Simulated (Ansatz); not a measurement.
# Meshes and cutoff for the phonons of GaAs (F-43m)

Wanted: convergence of the phonons of GaAs (F-43m) against cost.

Calculated with Ansatz 0.2.0; DFT LDA, scalar-relativistic, plane waves, PAW; PAW set soft_1.

## Step 1: Starting point

Symmetry: F-43m, No. 216, cubic system. Conventional cell: a = 5.603 Å, b = 5.603 Å, c = 5.603 Å, α = 90.00°, β = 90.00°, γ = 90.00°. Ga has 4 As at 2.43 Å nearest. As has 4 Ga at 2.43 Å nearest. Farther neighbours are not listed.

## Step 2: Tight relaxation

The k mesh is raised to 20×20×20 since a zone-centre run on the first mesh warned that it was too coarse for the force constants, and the cell is relaxed again on it.

Contents of input.yaml:

```yaml
crystal:
  lattice:
    - [0.0, 2.8015383337, 2.8015383337]
    - [2.8015383337, 0.0, 2.8015383337]
    - [2.8015383337, 2.8015383337, 0.0]
  atoms:
    - { symbol: Ga, position: [0.0, 0.0, 0.0] }
    - { symbol: As, position: [0.25, 0.25, 0.25] }
kpoints:
  mp_grid: { grid: [20, 20, 20] }
hamiltonian:
  xc: lda
  pseudopotentials: { kind: paw, azcp: { folder: soft_1 }, xc_functional: pbe }
scf:
  occupations: { method: fixed }
output:
  forces: true
  stress: true
  eigenvalues: true
relax:
  adjacent_minimum: "off"
  f_tol: 0.001
  max_steps: 60
  cell: { stress_tol: 0.01 }
```

Launch:

```console
ansatz run input.yaml --threads 8 --pin off --max-ram 16384MiB --backend cpu --events-out ev --progress --plain --runs-dir out
```

Numbers of over 12 decimals in the logs are rounded to 6 here.

The log of the run:

```text
Engine: ansatz 0.2.0, x86_64-unknown-linux-gnu
Pseudopotentials: kind: paw
Pseudopotential: Ga, paw, valence charge 13, recommended cutoff 420 eV (normal), soft_1/Ga.paw.azcp
Pseudopotential: As, paw, valence charge 15, recommended cutoff 420 eV (normal), soft_1/As.paw.azcp
Functional definition: SPW92
  exchange = slater_x
  correlation = pw_c
Crystal: 2 atoms, lattice volume = 43.976 Å³
[...]
--- Relaxed structure (2 steps of the walk, 2 accepted, 1 SCFs on fresh bases) ---
  F+E_penalty+E_count = -8481.30751174 eV   max|allowed force component| = 1.250e-17 eV/Å   (the final SCF, on the basis selected at the relaxed cell)
  cell:  # Å, volume = 43.9831 Å³
    - [0, 2.801681, 2.801681]
    - [2.801681, 0, 2.801681]
    - [2.801681, 2.801681, 0]
  atoms:
    - { symbol: Ga, position: [0, 0, 0] }
    - { symbol: As, position: [0.25, 0.25, 0.25] }
[key lines of the parts left out:]
SCF converged after 6 iterations
Free energy (F): -8481.307512 eV
Fermi energy:    7.971421 eV
P = ⅓ Tr σ = 0.0028 GPa (0.028 kbar)
```

Elapsed: 13 s, on 8 threads of Intel Xeon at 2.70GHz, shared host; peak memory 0.63 GiB.

Little changed from the start: no atom moved by 0.005 Å and no cell edge by 0.1 %.

This step gave:

```yaml
pressure: 0.002819 GPa
gap_on_the_k_mesh: 0.4901 eV
volume_per_atom: 21.99 Å³
direct_gap_on_mesh: 0.4901 eV
```

The forces vanish by symmetry and the pressure is 0.003 GPa, within the tolerances set. The cell now holds 21.99 Å³/atom.

## Step 3: Response at finite wavevector

Stability and thermal properties need the whole zone. Linear response on a 4×4×4 q mesh gives force constants as far as a supercell of that size would, and the tensors from the zone-centre run are typed in so that the long-range dipole term is interpolated apart.

Contents of input.yaml:

```yaml
crystal:
  lattice:
    - [0.0, 2.8016813138, 2.8016813138]
    - [2.8016813138, 0.0, 2.8016813138]
    - [2.8016813138, 2.8016813138, 0.0]
  atoms:
    - { symbol: Ga, position: [0.0, 0.0, 0.0] }
    - { symbol: As, position: [0.25, 0.25, 0.25] }
kpoints:
  mp_grid: { grid: [20, 20, 20] }
hamiltonian:
  xc: lda
  pseudopotentials: { kind: paw, azcp: { folder: soft_1 }, xc_functional: pbe }
scf:
  occupations: { method: fixed }
output:
  eigenvalues: true
phonons:
  method: dfpt
  qmesh: [4, 4, 4]
  temperatures: { t_max: 1000, t_step: 50 }
  qpath:
    path:
      - [[0.0, 0.0, 0.0], [-0.5, -0.5, 0.0], [-0.375, -0.375, 0.25]]
      - [[-0.375, 0.0, 0.375], [0.0, 0.0, 0.0], [0.0, 0.0, 0.5], [-0.5, -0.25, 0.25], [-0.5, -0.5, 0.0]]
    npoints: 10
  non_analytic_term:
    high_frequency_dielectric_tensor: [[13.9726, 0.0, 0.0], [0.0, 13.9726, 0.0], [0.0, 0.0, 13.9726]]
    born_effective_charges:
      - { species: Ga, tensor: [[2.0604, 0.0, 0.0], [0.0, 2.0604, 0.0], [0.0, 0.0, 2.0604]] }
      - { species: As, tensor: [[-2.0604, 0.0, 0.0], [0.0, -2.0604, 0.0], [0.0, 0.0, -2.0604]] }
    source: "zone-centre run at this cell"
```

The log of the run:

```text
Warning: phonons: the dynamical matrix that this run interpolates holds no multipole term above the dipole-dipole one, and a site of this crystal is no centre of inversion, so its interpolated transverse optical and acoustic branches and sound speeds can stay off near Gamma, and the density of states and the thermodynamics with them. What a run solves at a wave vector of phonons.qpoints, Gamma apart, where the deck admits one, is free of this, and under fd what a larger phonons.supercell samples
[...]
Crystal: 2 atoms, lattice volume = 43.983 Å³
Basis set: ecut = 420 eV, 869 PW (Γ), exchange–correlation on 54×54×54 points (8 copies of the dense FFT grid, shifted against one another)
Bands: 18, of which v1, the nominal top of the filled ones, is band 14 counted from 1 (13 counted from 0)
Symmetry: 24 space group operations
k-points: 256 of 8000 (time reversal used)
[...]
SCF iter   1: F=—  HF=-8481.461267 eV  |F-HF|=—  |Δ(HF+E_count)|=         —  Δρ=4.26e-2  dr2=5.02e-1  ethr=3.10e-3  ⟨swp⟩=4.7  Hψ=20078  notcnv=0  defer=455
[...]
SCF iter  10: F=-8481.307512 eV  HF=-8481.307512 eV  |F-HF|=0.00e0  |Δ(HF+E_count)|=  1.82e-12  Δρ=2.56e-8  dr2=2.36e-13  ethr=1.00e-12  ⟨swp⟩=6.8  Hψ=25664  notcnv=0
SCF 1 converged in 10 iterations: F = -8481.307512 eV  dr2 = 2.36e-13
[...]
NSCF: frozen V_eff on 256 k-points
[...]
DFPT response loops at q = (0, 0, 0) (fractional): preconditioner auto → none (the input reference at scf.mixing.eps_inf says where Resta's filter doesn't serve); β = 0.50; Broyden in place of MSR1
[...]
phonons.qmesh, q = [0.0000, 0.2500, -0.5000]: its response loops start from zero, take more passes and end by a threshold: the memory limit or budget leaves too little room for the subspace of the ground state's own states beside the solves, or none could be made (phonons.method)
[...]
SCF converged after 10 iterations
Free energy (F): -8481.307512 eV
[...]
Internal energy: -8481.307512 eV  (E = F + TS)
E sigma→0 (E₀):  -8481.307512 eV
Fermi energy:    7.971421 eV
[...]
--- Band table (eV; the first three rows and the last of 256) ---
  k-point 0: bands = [... 10 lower, -5.0051, 7.9714, 7.9714, 7.9714, 8.4615, 11.6686, 11.6686, 11.6686]
  k-point 1: bands = [... 10 lower, -4.9744, 7.3157, 7.9265, 7.9265, 8.9831, 11.7091, 11.7346, 11.7346]
  k-point 2: bands = [... 10 lower, -4.8832, 6.4136, 7.8047, 7.8047, 9.4361, 11.9128, 11.9128, 11.9224]
  k-point 255: bands = [... 10 lower, -2.3325, 1.1737, 4.2895, 4.4802, 12.6258, 12.6346, 13.3621, 13.9431]
--- Phonons (Γ-DFPT): 2 representative perturbations + reference (Σ response iterations 7) ---
  ASR residual: 1.500e-5 → 0.000e0 eV/Å²; symmetrization residual: 1.242e-6 eV/Å²
  ASR residual per site (eV/Å²): 8.37e-6 1.50e-5
  Γ frequencies (cm⁻¹): 0.00 0.00 0.00 268.68 268.68 268.68
--- Phonons (arbitrary-q DFPT): 8 irreducible q on the 4×4×4 mesh ---
  q = [0.0000, 0.0000, 0.0000] (star 1, of the zone-centre solve; hermiticity 2.59e-7, symmetrization 4.68e-12): -0.00 -0.00 -0.00 268.68 268.68 268.68
  q = [0.0000, 0.0000, 0.2500] (star 8, 2 solved perturbations on 4200 of 8000 k-point pairs; hermiticity 4.99e-7, symmetrization 1.98e-12): 50.48 50.48 129.01 262.81 262.81 271.98
[...]
q = [0.0000, 0.2500, 0.2500] (star 6, 4 solved perturbations in 6840 linear systems a pass and spin channel, the states on 2210 of 8000 k-point pairs; hermiticity 9.23e-7, symmetrization 1.30e-12): 68.06 68.06 131.59 255.78 255.78 275.92
[...]
sum rule: each row above includes the acoustic sum rule's correction from the zone centre's row sums; it moved no ω² by more than (0.23 cm⁻¹)²
  mesh force constants: q→R imaginary residual 1.90e-18; ASR residual 1.500e-5 → 0.000e0 eV/Å²; symmetrization residual 3.553e-15 eV/Å²
  interpolated dispersion: 63 rows × 6 modes
  density of states and harmonic sums: on the 20×20×20 q-mesh, interpolated from the force constants of a 4×4×4 supercell (with the dipole–dipole term of supplied tensors)
  largest difference from the sums on the solved wave vectors: F 1.09e-2 eV, S 1.49e-5 and C_V 4.00e-6 eV/K
  zero-point energy: 0.067449 eV/cell   skipped modes (ω ≤ 0): 3   left out of the sums: 6.25e-5 of the cell's modes: C_V's classical limit lies that fraction below 3 k_B per atom; for a crystal, a wire or a layer, F and S can be off by more, and a phonons.interpolated_qmesh denser along its periods is the remedy for the sampling
```

The job ended after 15 min (8 threads; peak memory 11 GiB; 1.8 h of CPU time).

This step gave:

```
sum-rule residual before enforcement                    : 1.50e-5 eV/Å²
lowest frequency on the path                            : 0 cm⁻¹
point group                                             : -43m
highest frequency on the path or at a solved wavevector : 285.7 cm⁻¹
mean frequency                                          : 181.4 cm⁻¹
Debye temperature (second moment)                       : 369 K
logarithmic mean frequency                              : 158.5 cm⁻¹
highest optical mode at the zone centre (no LO-TO term) : 268.7 cm⁻¹
lowest optical zone-centre mode                         : 268.7 cm⁻¹
lowest mode on the q mesh (acoustic modes at Γ apart)   : 50.48 cm⁻¹
zero-point energy per atom                              : 33.72 meV
heat capacity at 300 K                                  : 23.18 J/(mol atoms K)
vibrational entropy at 300 K                            : 32.69 J/(mol atoms K)
```

Frequencies (cm⁻¹) solved at each irreducible wavevector; negative means imaginary. Frequencies by wavevector, by row:

```csv
q in reciprocal lattice units,star,mode 1,mode 2,mode 3,mode 4,mode 5,mode 6
0 0 0,1,0,0,0,268.7,268.7,268.7
0 0 0.25,8,50.5,50.5,129,262.8,262.8,272
0 0 -0.5,4,59.5,59.5,205.9,236.7,261.7,261.7
0 0.25 0.25,6,68.1,68.1,131.6,255.8,255.8,275.9
0 0.25 -0.5,24,74.4,101.1,178.2,233.6,254.7,265.6
0 0.25 -0.25,12,71.8,100.9,159.1,235.4,256.3,270.2
0 -0.5 -0.5,3,75.4,75.4,220.9,236,253.6,253.6
0.25 -0.5 -0.25,6,96.6,108.4,197.1,203.3,254.2,265.2
```

Interpolated from a 4×4×4 q mesh, with the LO-TO term (at Γ the limit along the path; where Γ stands inside the path, tables give the limit on arrival). The phonon branches at the labelled points (cm⁻¹):

```csv
point,branch 1,branch 2,branch 3,branch 4,branch 5,branch 6
Γ,0,0,0,269,269,286
halfway,68,68,132,256,256,276
X,75,75,221,236,254,254
halfway,78,86,214,228,253,259
U,81,102,200,214,253,266
jump to K,81,102,200,214,253,266
halfway,59,88,133,255,260,269
Γ,0,0,0,269,269,286
halfway,50,50,129,263,263,272
L,60,60,206,237,262,262
halfway,78,96,186,224,257,267
W,97,108,197,203,254,265
halfway,86,91,208,220,255,260
X,75,75,221,236,254,254
```

The phonon branches as a text plot (rows in cm⁻¹):

```
    280 |*******                  **********
    268 |****   **      **********************    ************
    256 |    ********************            ********************
    244 |           *          *               **
    232 |            ***     **                  *****         **
    220 |            ** *** *                         ***    ****
    208 |           *  *** *                     **      ******
    196 |         **      *                     *  **    ****
    185 |                  *                   *     ****
    173 |        *          *                 *
    161 |                    **
    149 |       *              *             *
    137 |      *                *
    125 |                                   *
    113 |    **                  *                       ***
    101 |                *******           *          ********
     89 |              **       * **                 * **   ***
     77 |   *   ***************  *        *         ***       ***
     65 |      *               *    *             ***
     54 |  ****                 ****     *  ******
     42 |                         ***      *
     30 | **                        **  ***
     18 | *                          *  *
      6 |*                            **
         Γ           X  U|K            Γ         L        W     X
```

Symmetry leaves 8 wavevectors to solve. The lowest mode among them, the acoustic zeros apart, lies at q = (0, 0, 0.25) and is real, 50.5 cm⁻¹.

## Step 4: Another q mesh, q mesh 2×2×2

The q mesh is changed to 2×2×2, to see how far the force constants must reach.

Changes to input.yaml since step 3:

```diff
@@ -19,3 +19,3 @@
   method: dfpt
-  qmesh: [4, 4, 4]
+  qmesh: [2, 2, 2]
   temperatures: { t_max: 1000, t_step: 50 }
```

The log of the run:

```text
[...]
Crystal: 2 atoms, lattice volume = 43.983 Å³
Basis set: ecut = 420 eV, 869 PW (Γ), exchange–correlation on 54×54×54 points (8 copies of the dense FFT grid, shifted against one another)
Bands: 18, of which v1, the nominal top of the filled ones, is band 14 counted from 1 (13 counted from 0)
Symmetry: 24 space group operations
k-points: 256 of 8000 (time reversal used)
[...]
SCF iter   1: F=—  HF=-8481.461267 eV  |F-HF|=—  |Δ(HF+E_count)|=         —  Δρ=4.26e-2  dr2=5.02e-1  ethr=3.10e-3  ⟨swp⟩=4.7  Hψ=20078  notcnv=0  defer=455
[...]
SCF iter  10: F=-8481.307512 eV  HF=-8481.307512 eV  |F-HF|=0.00e0  |Δ(HF+E_count)|=  1.82e-12  Δρ=2.56e-8  dr2=2.36e-13  ethr=1.00e-12  ⟨swp⟩=6.8  Hψ=25664  notcnv=0
SCF 1 converged in 10 iterations: F = -8481.307512 eV  dr2 = 2.36e-13
[...]
SCF converged after 10 iterations
Free energy (F): -8481.307512 eV
[...]
Internal energy: -8481.307512 eV  (E = F + TS)
E sigma→0 (E₀):  -8481.307512 eV
Fermi energy:    7.971421 eV
[...]
--- Band table (eV; the first three rows and the last of 256) ---
  k-point 0: bands = [... 10 lower, -5.0051, 7.9714, 7.9714, 7.9714, 8.4615, 11.6686, 11.6686, 11.6686]
  k-point 1: bands = [... 10 lower, -4.9744, 7.3157, 7.9265, 7.9265, 8.9831, 11.7091, 11.7346, 11.7346]
  k-point 2: bands = [... 10 lower, -4.8832, 6.4136, 7.8047, 7.8047, 9.4361, 11.9128, 11.9128, 11.9224]
  k-point 255: bands = [... 10 lower, -2.3325, 1.1737, 4.2895, 4.4802, 12.6258, 12.6346, 13.3621, 13.9431]
[...]
ASR residual: 1.500e-5 → 0.000e0 eV/Å²; symmetrization residual: 1.242e-6 eV/Å²
  ASR residual per site (eV/Å²): 8.37e-6 1.50e-5
  Γ frequencies (cm⁻¹): 0.00 0.00 0.00 268.68 268.68 268.68
--- Phonons (arbitrary-q DFPT): 3 irreducible q on the 2×2×2 mesh ---
[...]
interpolated dispersion: 63 rows × 6 modes
[...]
```

It took 1.8 min on 8 threads; peak memory 4 GiB.

Numbers from this step:

```yaml
mean_frequency: 182.1 cm⁻¹
debye_temperature_second_moment: 372 K
logarithmic_mean_frequency: 156.1 cm⁻¹
lowest_mode_on_the_q_mesh_acoustic_modes_at_gamma_apart: 59.5 cm⁻¹
zero_point_energy_per_atom: 33.87 meV
heat_capacity_at_300_k: 23.14 J/(mol atoms K)
vibrational_entropy_at_300_k: 33.10 J/(mol atoms K)
```

Frequencies (cm⁻¹) solved at each irreducible wavevector; negative means imaginary. Frequencies by wavevector, by row:

```csv
q in reciprocal lattice units,star,mode 1,mode 2,mode 3,mode 4,mode 5,mode 6
0 0 0,1,0,0,0,268.7,268.7,268.7
0 0 -0.5,4,59.5,59.5,205.9,236.7,261.7,261.7
0 -0.5 -0.5,3,75.4,75.4,220.9,236,253.6,253.6
```

Interpolated from a 2×2×2 q mesh, rough between the solved points, with the LO-TO term (at Γ the limit along the path; where Γ stands inside the path, tables give the limit on arrival). The phonon branches at the labelled points (cm⁻¹):

```csv
point,branch 1,branch 2,branch 3,branch 4,branch 5,branch 6
Γ,0,0,0,269,269,286
halfway,54,54,132,262,262,276
X,75,75,221,236,254,254
halfway,74,92,217,228,254,258
U,72,119,204,221,256,264
jump to K,72,119,204,221,256,264
halfway,47,80,134,264,264,266
Γ,0,0,0,269,269,286
halfway,42,42,124,265,265,273
L,60,60,206,237,262,262
halfway,69,106,196,229,259,264
W,95,115,209,209,258,264
halfway,85,95,215,222,256,260
X,75,75,221,236,254,254
```

The phonon branches as a text plot (rows in cm⁻¹):

```
    280 |*******                 ***********
    268 |****** **       ***********************   **********
    256 |      *****************              *******************
    244 |           *        **                 *
    232 |            ***    *                    ******        **
    220 |            *******                           **   *****
    208 |           *   ***                      ***     *****
    196 |         **       *                    *   *****
    185 |                   *                  *
    173 |        *           **
    161 |       *                             *
    149 |                      *             *
    137 |      *                *
    125 |                 ***               *
    113 |    **          *   **  *                     *****
    101 |               *      *           *         **     **
     89 |              *          **                     ******
     77 |   *     *********     *         *        **  **     ***
     65 |       **         ****  *  *             *****
     54 |  *   *               *         *   *****
     42 |    **                 ****        *
     30 | * *                     ****  * **
     18 | **                        **   *
      6 |*                           ****
         Γ           X  U|K            Γ         L        W     X
```

The mean frequency is 182.1 cm⁻¹, +0.7 cm⁻¹ against the base run.

On this path the spectrum ends at 286 cm⁻¹ (at Γ). No branch goes imaginary on this path.

## Step 5: Another q mesh, k-mesh 21×21×21, q mesh 3×3×3

The q mesh is changed to 3×3×3, to see how far the force constants must reach; the k mesh is 21×21×21, against 20×20×20 in the base run, so that the q mesh divides it.

Changes to input.yaml since step 4:

```diff
@@ -9,3 +9,3 @@
 kpoints:
-  mp_grid: { grid: [20, 20, 20] }
+  mp_grid: { grid: [21, 21, 21] }
 hamiltonian:
@@ -19,3 +19,3 @@
   method: dfpt
-  qmesh: [2, 2, 2]
+  qmesh: [3, 3, 3]
   temperatures: { t_max: 1000, t_step: 50 }
```

The log of the run:

```text
[...]
Crystal: 2 atoms, lattice volume = 43.983 Å³
Basis set: ecut = 420 eV, 869 PW (Γ), exchange–correlation on 54×54×54 points (8 copies of the dense FFT grid, shifted against one another)
Bands: 18, of which v1, the nominal top of the filled ones, is band 14 counted from 1 (13 counted from 0)
Symmetry: 24 space group operations
k-points: 286 of 9261 (time reversal used)
[...]
k-point 285: bands = [... 10 lower, -2.3471, 1.1844, 4.2295, 4.5793, 12.4392, 12.6408, 13.3497, 14.1812]
[...]
ASR residual: 1.489e-5 → 0.000e0 eV/Å²; symmetrization residual: 1.791e-6 eV/Å²
  ASR residual per site (eV/Å²): 1.18e-5 1.49e-5
  Γ frequencies (cm⁻¹): 0.00 0.00 0.00 268.67 268.67 268.67
--- Phonons (arbitrary-q DFPT): 4 irreducible q on the 3×3×3 mesh ---
[...]
interpolated dispersion: 63 rows × 6 modes
[...]
[key lines of the parts left out:]
SCF converged after 10 iterations
Free energy (F): -8481.307515 eV
Fermi energy:    7.971419 eV
```

Wall time 6.8 min (8 threads); peak memory 8.5 GiB.

Numbers from this step:

* sum-rule residual before enforcement: 1.49e-5 eV/Å²
* mean frequency: 181.4 cm⁻¹
* Debye temperature (second moment): 370 K
* logarithmic mean frequency: 157.7 cm⁻¹
* lowest mode on the q mesh (acoustic modes at Γ apart): 56.29 cm⁻¹
* zero-point energy per atom: 33.73 meV
* heat capacity at 300 K: 23.17 J/(mol atoms K)
* vibrational entropy at 300 K: 32.83 J/(mol atoms K)

Frequencies (cm⁻¹) solved at each irreducible wavevector; negative means imaginary. Frequencies by wavevector, by row:

```csv
q in reciprocal lattice units,star,mode 1,mode 2,mode 3,mode 4,mode 5,mode 6
0 0 0,1,0,0,0,268.7,268.7,268.7
0 0 0.3333,8,56.3,56.3,163.9,260.2,261.9,261.9
0 0.3333 0.3333,6,73.9,73.9,169,253.8,253.8,265.4
0 0.3333 -0.3333,12,77.2,110.6,189.8,216,253.9,268.3
```

The mean frequency is 181.4 cm⁻¹, +0.0 cm⁻¹ against the base run, whose k mesh differs too.

(Continued in part 2 of 3.)

[Logs are printed without paths, hosts, clocks, repeated set-up lines and the standing remarks that a program may print on its own settings, such as how far it seeks lower states.]

[Hosts, paths, dates, database ids (printed as entryN), source tags and the programs' standing remarks are cut or masked in the printed files.]
